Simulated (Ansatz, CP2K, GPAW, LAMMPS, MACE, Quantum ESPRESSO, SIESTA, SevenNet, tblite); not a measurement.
**GPAW runs on amorphous 30In2O3-70HfO2 (mol %) (83 atoms)**

Aim: run amorphous 30In2O3-70HfO2 (mol %) (83 atoms) in GPAW and see how near its forces come to a plane-wave reference, and at what cost.

Method: the method is named at each step, in GPAW 26.7.0.

### 1. The starting structure

The cell holds 83 atoms: 14 In, 16 Hf and 53 O. Its edges and angles: a = 10.461 Å, b = 10.461 Å, c = 10.461 Å, α = 90.0°, β = 90.0°, γ = 90.0°. 83 atoms (14 Sc, 16 Zr, 53 O) placed at random at 4.52 g/cm³, melted at 5000 K for 10 ps at fixed volume with the Morse and Coulomb pair potential with partial charges (Pedone, Malavasi, Menziani, Cormack and Segre, J. Phys. Chem. B 110, 11780 (2006)). Quenched from 5000 K to 300 K at 200 K/ps and fixed volume, held 10 ps at zero pressure, then minimised at fixed cell. Then Sc was replaced by In, Zr was replaced by Hf and the cell scaled by 1.022 (the potential has no terms for the new elements, so the cell is a start for a DFT relaxation).

The yardstick, on the same geometry:

```
method                                           : Kohn-Sham DFT, PBE, PAW, plane waves (Ansatz 0.2.0); cutoff 420 eV, Γ point, fermi-dirac smearing of 0.05 eV; PAW set soft_2
r.m.s. force component                           : 0.5312 eV/Å
longest force                                    : 2.005 eV/Å
pressure                                         : -6.938 GPa
gap (highest filled to lowest empty level) : 1.587 eV
SCF cycles                                       : 11
time                                             : 18 s on 8 threads of Arm Neoverse V1, shared host
CPU time                                         : 2.2 min
```

### 2. PBE, LCAO dzp, h 0.18 Å

Method: Kohn-Sham DFT, PBE, PAW, atomic orbitals (dzp).

Contents of run.py:

```python
import numpy as np
from ase.io import read
from gpaw import GPAW, FermiDirac

atoms = read("structure.xyz")
atoms.calc = GPAW(
    mode="lcao",
    basis="dzp",
    h=0.18,
    xc="PBE",
    kpts={"size": (1, 1, 1), "gamma": True},
    occupations=FermiDirac(0.05),
    maxiter=200,
    symmetry={"point_group": False},
    txt="gpaw.txt",
)
energy = atoms.get_potential_energy(force_consistent=True)
forces = atoms.get_forces()
print(f"energy {energy:.6f} eV")
print("forces (eV/A)")
for i, (a, f) in enumerate(zip(atoms, forces)):
    print(f"{i:4d} {a.symbol:2s} {f[0]:10.5f} {f[1]:10.5f} {f[2]:10.5f}")
print(f"Fermi level {atoms.calc.get_fermi_level():.4f} eV")
for k in range(len(atoms.calc.get_ibz_k_points())):
    for s in range(atoms.calc.get_number_of_spins()):
        e = atoms.calc.get_eigenvalues(kpt=k, spin=s)
        n = np.searchsorted(e, atoms.calc.get_fermi_level())
        print(f"k {k} spin {s} levels about the Fermi level:", np.round(e[max(n - 6, 0):n], 4).tolist(), "|", np.round(e[n:n + 6], 4).tolist())
```

Contents of structure.xyz:

```xyz
83
Lattice="10.46053 0.00000 0.00000 0.00000 10.46053 0.00000 0.00000 0.00000 10.46053" Properties=species:S:1:pos:R:3 pbc="T T T"
In 5.46155 5.91449 0.17678
In 9.95570 4.83517 4.82157
In 9.01468 0.17333 4.07187
In 8.83130 7.49204 4.28296
In 2.93711 4.53966 3.25186
In 7.51694 4.41811 2.80028
In 2.65007 5.21457 10.27778
In 3.53995 8.78611 0.12772
In 4.12396 7.43702 7.48702
In 0.59771 9.67494 1.75716
In 10.23950 9.86564 9.35004
In 4.99218 1.08319 3.60888
In 10.16314 6.23416 0.43830
In 5.75789 10.35425 8.80222
Hf 3.90900 3.49288 7.61192
Hf 4.54385 2.19043 0.18023
Hf 1.45945 1.81187 4.64448
Hf 7.62876 2.23196 6.09462
Hf 0.52658 6.67361 7.47729
Hf 2.70792 0.32250 7.31170
Hf 7.89582 4.08578 9.31071
Hf 4.94846 7.31819 3.36829
Hf 1.70548 8.24719 4.56309
Hf 7.82437 7.24946 8.05869
Hf 6.16847 5.32587 5.87662
Hf 6.15937 9.58310 5.70810
Hf 7.76360 1.33487 0.94678
Hf 0.41947 2.67193 1.30798
Hf 7.33356 8.53401 1.18978
Hf 0.37428 2.93763 8.00063
O 9.75507 1.71218 5.33257
O 4.14770 5.40224 6.78407
O 5.72683 3.25699 6.43887
O 4.59510 4.08630 9.63687
O 8.70567 2.99652 7.67949
O 9.68446 8.30964 8.04425
O 2.18970 7.81569 6.68208
O 0.28118 4.66791 6.76796
O 9.19397 5.80800 8.93946
O 9.49900 8.18149 0.84908
O 0.62847 1.11614 2.83198
O 9.86606 3.31379 9.95215
O 6.19002 8.51487 7.66077
O 0.79008 0.84416 8.17710
O 3.94833 6.82958 9.51961
O 1.05976 3.77866 3.93713
O 9.18999 5.72578 3.07121
O 3.39674 2.42381 3.83734
O 7.12456 7.52091 3.03617
O 5.36542 7.44476 5.50234
O 6.71964 5.34606 8.00743
O 1.55726 9.44795 10.38019
O 7.91015 4.00806 4.92126
O 2.25152 2.37538 6.56304
O 1.21781 6.55174 9.46772
O 7.17216 4.77774 0.74699
[... 23 atom lines left out ...]
O 2.52151 2.38667 0.83883
O 4.76550 0.07542 0.27438
O 7.97103 10.22559 2.31512
O 5.17179 7.84059 1.30851
```

Run with:

```console
$ OMP_NUM_THREADS=1 python run.py > output.txt
```

What it wrote:

```text
energy -598.243099 eV
forces (eV/A)
   0 In    1.25492   -0.08299    0.02422
   1 In   -0.15863   -0.85795    0.25383
   2 In    0.28148    0.78462    0.19583
   3 In   -1.02996    0.22367   -0.40868
   4 In    0.34690    0.03403   -0.27786
   5 In   -0.46673    0.10956   -0.25976
   6 In   -0.57412   -0.73753    0.12783
   7 In   -0.60843   -0.01163    0.71965
   8 In    0.40146   -0.18991   -0.53303
   9 In    0.43755   -0.31730    0.15434
  10 In   -0.55613   -0.20010   -0.18218
  11 In   -0.44803    0.03209   -0.12181
  12 In   -0.73598    0.09880    0.32933
  13 In    0.40888    0.60260   -0.08204
  14 Hf    0.05338    0.43398    0.17240
  15 Hf   -1.19440   -0.33089    0.79692
  16 Hf   -0.12553   -0.53410   -0.53018
  17 Hf   -0.87971   -0.42793    0.62955
  18 Hf    0.42514    0.08501    0.98387
  19 Hf    1.53280   -0.55450   -0.98686
  20 Hf   -0.16969   -0.02838   -0.39023
  21 Hf    0.32650    0.63292    0.28652
  22 Hf    0.18827    0.37691   -1.08609
  23 Hf   -0.53041   -0.48434    0.44305
[...]
75 O     0.67433   -0.07395    0.91682
  76 O     0.49596    0.82729   -0.31070
  77 O    -0.38546   -0.13483    0.64423
  78 O    -0.07343    0.55237    0.30257
  79 O     0.08192    0.23429   -0.01047
  80 O     0.03024    0.89405    0.01044
  81 O    -0.61149    0.14047   -1.17439
  82 O     0.19721    0.32437    0.61325
Fermi level 6.3060 eV
k 0 spin 0 levels about the Fermi level: [5.0245, 5.0471, 5.0844, 5.2471, 5.4279, 5.5519] | [7.0561, 8.0715, 8.4841, 8.6215, 8.6469, 8.7895]
```

gpaw.txt:

```text
Input parameters:
  mode=LCAO(),
  basis={'default': 'dzp'},
  h=0.18,
  kpts=MonkhorstPack(size=(1, 1, 1), gamma=True),
  maxiter=200,
  occupations=Occupations(name='fermi-dirac', width=0.05, fixmagmom=False),
  symmetry=Symmetry(point_group=False),
  xc=XC(name='PBE')
Unit cell  # Å
| periodic |         x |         y |         z |   lengths |    angles |
|----------|-----------|-----------|-----------|-----------|-----------|
|      yes | 10.460530 |  0.000000 |  0.000000 | 10.460530 | 90.000000 |
|      yes |  0.000000 | 10.460530 |  0.000000 | 10.460530 | 90.000000 |
|      yes |  0.000000 |  0.000000 | 10.460530 | 10.460530 | 90.000000 |
Number of symmetries: 1
Symmetry operations  # r_c * U_cc + t_c -> r_c
|   | kind |            matrix            |
|---|------|------------------------------|
| 0 |  E   |  1, 0, 0,  0, 1, 0,  0, 0, 1 |
BZ-sampling:
  Number of BZ points: 1
  Number of IBZ points: 1
  Monkhorst-Pack size: [1, 1, 1]
  Monkhorst-Pack shift: [0, 0, 0]
[... lines left out ...]
  MSR1-Mixer
occupation numbers:
  Fermi-Dirac:
    width: 0.0500  # eV
FastPoissonSolver using
    Stencil: 6*3+1=19 point O(h^6) finite-difference Laplacian
xc functional:
  name: PBE with 2 nearest neighbor stencil
interpolation: tri-quintic # 5. degree polynomial
Initialization done in: 16.840 s
convergence criteria:
- Maximum [total energy] change in last 3 cyles: 0.0005 eV / valence electron
- Maximum integral of absolute [dens]ity change: 0.0001 electrons / valence electron
- Maximum integral of absolute [eigenst]ate change: 4e-08 eV^2 / valence electron
maximum number of iterations: 200
SCF iterations
|iter     |      energy | eigst |  dens |
|---------|-------------|-------|-------|
|iter:   1| -661.925085 |      c|       |
|iter:   2| -643.840428 |      c| -0.92 |
|iter:   3| -599.096404 |      c| -0.98 |
|iter:   4| -598.409001 |      c| -1.52 |
|iter:   5| -598.498876 |      c| -1.76 |
|iter:   6| -598.251912c|      c| -2.27 |
|iter:   7| -598.244422c|      c| -2.85 |
|iter:   8| -598.243372c|      c| -3.16 |
|iter:   9| -598.243096c|      c| -3.50 |
|iter:  10| -598.243100c|      c| -3.95 |
|iter:  11| -598.243099c|      c| -4.25c|
Converged in 11 steps
SCF loop duration: 389.273 s (35.388 s/step)
Energy contributions relative to reference atoms: (reference = -8905998.891608)
Energy contributions:
  Kinetic:         670.234501
  Coulomb:        -708.134506
  Zero:             13.720617
  External:          0.000000
  Xc:             -574.063711
  Entropy:          -0.000001
  Spinorbit:         0.000000
  ----------------------------
  Free energy:    -598.243099
  Extrapolated:   -598.243099
dipole moment: (-17.853581, -1.416878, -56.378590)  # |e|*Ang
Fermi level: 6.306
Eigenvalues  # (at kpt = [0.000, 0.000, 0.000])
| band index |      eig [eV] | occ [0-2] |
|------------|---------------|-----------|
|          0 |       -56.538 |     2.000 |
|        ... |               |           |
|        338 |         4.956 |     2.000 |
|        339 |         5.003 |     2.000 |
[...]
|        353 |         9.025 |     0.000 |
|        ... |               |           |
|        419 |        12.277 |     0.000 |
Gap: 1.504 eV
Transition (v -> c):
  (s=0, k=0, n=345, [0.00, 0.00, 0.00]) -> (s=0, k=0, n=346, [0.00, 0.00, 0.00])
No difference between direct/indirect transitions
Force computation time: 90.836  # s
timing:  # [seconds]
  Total:  496.984  # ━━━━━━━━━━━━━━━━━━━━━━━━━━━━━━━━━━━━━━━━━━━━━━━━━━━━━━━━
  Init:    16.839  # ━━
  SCF:    389.273  # ━━━━━━━━━━━━━━━━━━━━━━━━━━━━━━━━━━━━━━━━━━━━
  Forces:  90.836  # ━━━━━━━━━━
```

Run time: 8.3 min. Hardware: 1 thread of Arm Neoverse V1, shared host; peak memory 2.3 GiB.

Banners, paths, timers and routine set-up lines are dropped from the logs unmarked, and long logs keep their key lines alone; longer cuts are marked.

Against the reference:

```yaml
r_m_s_force_component: 0.5298 eV/Å
r_m_s_difference_of_force_components: 90.29 meV/Å
longest_difference_of_force_vectors: 315.4 meV/Å
force_difference_over_r_m_s_force: 17 %
slope_of_forces_against_the_reference_s: 0.9829
correlation_of_force_components: 0.9855
spacing_of_highest_filled_and_lowest_empty_level: 1.504 eV
gap_difference: -0.0826 eV
```

Length of the force difference by element (eV/Å):

| element | atoms | mean | most |
| --- | --- | --- | --- |
| Hf | 16 | 0.12 | 0.20 |
| In | 14 | 0.17 | 0.32 |
| O | 53 | 0.14 | 0.27 |

Levels nearest the highest filled one (eV from it): -0.53, -0.50, -0.47, -0.30, -0.12, 0.00, 1.50, 2.52, 2.93, 3.07, 3.10, 3.24.

The surroundings of Hf25, which has 7 bonded neighbours where the commonest count for Hf is 6, nearest first, numbered as they follow in the input and with coordinates relative to it.

| atom | x | y | z | distance (Å) | bonds | Fx | Fy | Fz (eV/Å) |
| --- | --- | --- | --- | --- | --- | --- | --- | --- |
| Hf25 | 0.00 | 0.00 | 0.00 | 0.00 | 7 | 0.19 | -0.12 | -0.05 |
| O63 | -0.47 | -0.07 | -2.09 | 2.14 | 3 | -0.34 | 0.48 | 0.38 |
| O70 | 1.83 | 1.17 | 0.17 | 2.18 | 3 | -0.67 | -0.30 | 1.02 |
| O33 | -0.44 | -2.07 | 0.56 | 2.19 | 3 | 0.38 | 0.26 | 0.03 |
| O51 | 0.55 | 0.02 | 2.13 | 2.20 | 3 | 0.61 | 0.03 | 0.52 |
| O32 | -2.02 | 0.08 | 0.91 | 2.22 | 3 | 0.49 | -0.92 | 0.06 |
| O50 | -0.80 | 2.12 | -0.37 | 2.30 | 4 | 0.19 | -0.01 | -0.30 |
| O53 | 1.74 | -1.32 | -0.96 | 2.38 | 4 | -0.50 | -0.17 | 0.56 |
| Hf24 | 1.66 | 1.92 | 2.18 | 3.35 | 6 | -0.53 | -0.48 | 0.44 |
| In9 | -2.04 | 2.11 | 1.61 | 3.35 | 6 | 0.40 | -0.19 | -0.53 |
| Hf15 | -2.26 | -1.83 | 1.74 | 3.39 | 6 | 0.05 | 0.43 | 0.17 |
| Hf22 | -1.22 | 1.99 | -2.51 | 3.43 | 6 | 0.33 | 0.63 | 0.29 |
| Hf18 | 1.46 | -3.09 | 0.22 | 3.43 | 6 | -0.88 | -0.43 | 0.63 |
| In6 | 1.35 | -0.91 | -3.08 | 3.48 | 5 | -0.47 | 0.11 | -0.26 |

Atoms are counted from 1 here, from 0 in the log.

Forces lie 17 % from the reference's, at 3.9 times its CPU time (on 1 against 8 cores).

### 3. PBE, LCAO sz(dzp), h 0.18 Å

Method: Kohn-Sham DFT, PBE, PAW, atomic orbitals (sz(dzp)).

run.py: that of step 2 with these lines changed.

```diff
@@ -7,3 +7,3 @@
     mode="lcao",
-    basis="dzp",
+    basis="sz(dzp)",
     h=0.18,
```

structure.xyz is that of step 2.

What it wrote:

```text
energy -565.320206 eV
forces (eV/A)
   0 In    1.54504   -0.34778    0.06036
   1 In    0.33299   -1.14860    0.40992
   2 In    0.21399    0.80429    0.16521
   3 In   -1.14063    0.38321   -0.40123
   4 In    0.41744    0.04627   -0.09736
   5 In   -0.60814   -0.03029   -0.65115
   6 In   -0.69249   -0.62273   -0.11778
   7 In   -0.84252    0.03732    0.85897
   8 In    0.24799   -0.27663   -0.60199
   9 In    0.39772   -0.16790    0.20851
  10 In   -0.51484   -0.18331   -0.56013
  11 In   -0.41553    0.19758   -0.22996
  12 In   -0.95405    0.08789    0.67536
  13 In    0.80850    0.62615   -0.11801
  14 Hf   -0.00875    0.47859   -0.29058
  15 Hf   -1.23090   -0.47538    1.11550
  16 Hf   -0.16665   -0.56747   -0.47826
  17 Hf   -0.73957   -0.52707    0.93722
  18 Hf    0.50030    0.23404    1.02293
  19 Hf    1.61380   -0.76696   -1.01871
  20 Hf   -0.44668   -0.20459   -0.09330
  21 Hf    0.02515    0.76817    0.14879
  22 Hf    0.34941    0.26403   -1.02442
  23 Hf   -0.46709   -0.10387    0.26868
[...]
75 O     0.57990   -0.02801    0.88585
  76 O     0.44201    0.86273   -0.39912
  77 O    -0.38705   -0.16910    0.67097
  78 O    -0.06425    0.53730    0.37045
  79 O     0.11342    0.20250   -0.03645
  80 O    -0.11990    0.85627   -0.05214
  81 O    -0.52900    0.06274   -1.16589
  82 O     0.24804    0.33462    0.44639
Fermi level 6.7518 eV
k 0 spin 0 levels about the Fermi level: [5.5449, 5.5845, 5.6443, 5.7904, 5.9613, 6.0823] | [7.4169, 8.4225, 8.8144, 8.903, 8.9819, 9.085]
```

gpaw.txt:

```text
Input parameters:
  mode=LCAO(),
  basis={'default': 'sz(dzp)'},
  h=0.18,
  kpts=MonkhorstPack(size=(1, 1, 1), gamma=True),
  maxiter=200,
  occupations=Occupations(name='fermi-dirac', width=0.05, fixmagmom=False),
  symmetry=Symmetry(point_group=False),
  xc=XC(name='PBE')
Unit cell  # Å
| periodic |         x |         y |         z |   lengths |    angles |
[... lines left out ...]
  Fermi-Dirac:
[... lines left out ...]
convergence criteria:
- Maximum [total energy] change in last 3 cyles: 0.0005 eV / valence electron
[... lines left out ...]
Converged in 11 steps
[... lines left out ...]
  Free energy:    -565.320206
  Extrapolated:   -565.320203
dipole moment: (-18.071335, -1.458030, -56.494968)  # |e|*Ang
Fermi level: 6.752
Eigenvalues  # (at kpt = [0.000, 0.000, 0.000])
| band index |      eig [eV] | occ [0-2] |
|------------|---------------|-----------|
|          0 |       -56.588 |     2.000 |
|        ... |               |           |
|        338 |         5.464 |     2.000 |
|        339 |         5.524 |     2.000 |
[...]
|        353 |         9.247 |     0.000 |
|        ... |               |           |
|        419 |        12.905 |     0.000 |
Gap: 1.335 eV
Transition (v -> c):
  (s=0, k=0, n=345, [0.00, 0.00, 0.00]) -> (s=0, k=0, n=346, [0.00, 0.00, 0.00])
No difference between direct/indirect transitions
Force computation time: 24.970  # s
timing:  # [seconds]
  Total:  152.286  # ━━━━━━━━━━━━━━━━━━━━━━━━━━━━━━━━━━━━━━━━━━━━━━━━━━━━━━━━
  Init:    11.631  # ━━━━╸
  SCF:    115.653  # ━━━━━━━━━━━━━━━━━━━━━━━━━━━━━━━━━━━━━━━━━━╸
  Forces:  24.970  # ━━━━━━━━━
```

Wall time 2.6 min (1 thread); peak memory 1.8 GiB.

Numbers from this run, and their distance from the reference:

| Quantity | Value |
| --- | --- |
| r.m.s. force component | 0.5455 eV/Å |
| r.m.s. difference of force components | 170.6 meV/Å |
| longest difference of force vectors | 692 meV/Å |
| force difference over r.m.s. force | 32.11 % |
| slope of forces against the reference's | 0.9758 |
| correlation of force components | 0.9502 |
| gap (highest filled to lowest empty level) | 1.335 eV |
| gap difference | -0.2522 eV |

This is a coarse setting, run to see what it loses.

Against the first run (17 %), the force difference from the reference is 32 %, at 0.31 times the CPU time, with 546 basis functions against 1475: the smaller basis costs accuracy.

### 4. RPBE, LCAO dzp, h 0.18 Å

Method: Kohn-Sham DFT, RPBE, PAW, atomic orbitals (dzp).

run.py: that of step 3 with these lines changed.

```diff
@@ -7,5 +7,5 @@
     mode="lcao",
-    basis="sz(dzp)",
+    basis="dzp",
     h=0.18,
-    xc="PBE",
+    xc="RPBE",
     kpts={"size": (1, 1, 1), "gamma": True},
```

structure.xyz is that of step 3.

What it wrote:

```text
energy -565.628792 eV
forces (eV/A)
   0 In    1.28912   -0.10440    0.03191
   1 In   -0.19239   -0.89486    0.26909
   2 In    0.32800    0.85159    0.20045
   3 In   -1.03705    0.22094   -0.43503
   4 In    0.36630    0.00640   -0.25797
   5 In   -0.53288    0.08910   -0.24817
[...]
80 O     0.03544    0.85811    0.13103
  81 O    -0.63011    0.11687   -1.11154
  82 O     0.16427    0.36926    0.57494
Fermi level 6.5194 eV
k 0 spin 0 levels about the Fermi level: [5.1912, 5.2164, 5.2498, 5.422, 5.5996, 5.7227] | [7.3119, 8.3057, 8.7199, 8.8525, 8.8844, 9.0215]
```

gpaw.txt:

```text
Input parameters:
  mode=LCAO(),
  basis={'default': 'dzp'},
  h=0.18,
  kpts=MonkhorstPack(size=(1, 1, 1), gamma=True),
  maxiter=200,
  occupations=Occupations(name='fermi-dirac', width=0.05, fixmagmom=False),
[... lines left out ...]
  Fermi-Dirac:
[... lines left out ...]
convergence criteria:
- Maximum [total energy] change in last 3 cyles: 0.0005 eV / valence electron
[... lines left out ...]
Converged in 11 steps
[... lines left out ...]
  Free energy:    -565.628792
[... lines left out ...]
Fermi level: 6.519
[... lines left out ...]
|        ... |               |           |
|        419 |        12.519 |     0.000 |
Gap: 1.589 eV
Transition (v -> c):
  (s=0, k=0, n=345, [0.00, 0.00, 0.00]) -> (s=0, k=0, n=346, [0.00, 0.00, 0.00])
No difference between direct/indirect transitions
Force computation time: 88.703  # s
timing:  # [seconds]
  Total:  495.289  # ━━━━━━━━━━━━━━━━━━━━━━━━━━━━━━━━━━━━━━━━━━━━━━━━━━━━━━━━
  Init:    16.680  # ━━
  SCF:    389.873  # ━━━━━━━━━━━━━━━━━━━━━━━━━━━━━━━━━━━━━━━━━━━━
  Forces:  88.703  # ━━━━━━━━━━
```

Run time: 8.3 min. Hardware: 1 thread; peak memory 2.3 GiB.

Numbers from this run, and their distance from the reference:

```
r.m.s. force component                           : 0.5249 eV/Å
r.m.s. difference of force components            : 126.4 meV/Å
longest difference of force vectors              : 416.1 meV/Å
force difference over r.m.s. force               : 23.8 %
slope of forces against the reference's          : 0.9599
correlation of force components                  : 0.9714
gap (highest filled to lowest empty level) : 1.589 eV
gap difference                                   : 0.0024 eV
```

Against the first run (17 %), the force difference from the reference is 24 %, at 1.00 times the CPU time; the model has changed, so this is no error of the program alone.

(Part 1 of 2 ends here.)

[Also dropped from logs without a mark: logging warnings of Python, and SIESTA's first energy breakdown and zero terms.]

[Logs are printed without paths, hosts, clocks, repeated set-up lines and the standing remarks that a program may print on its own settings, such as how far it seeks lower states.]

[Hosts, paths, dates, database ids (printed as entryN), source tags and the programs' standing remarks are cut or masked in the printed files.]
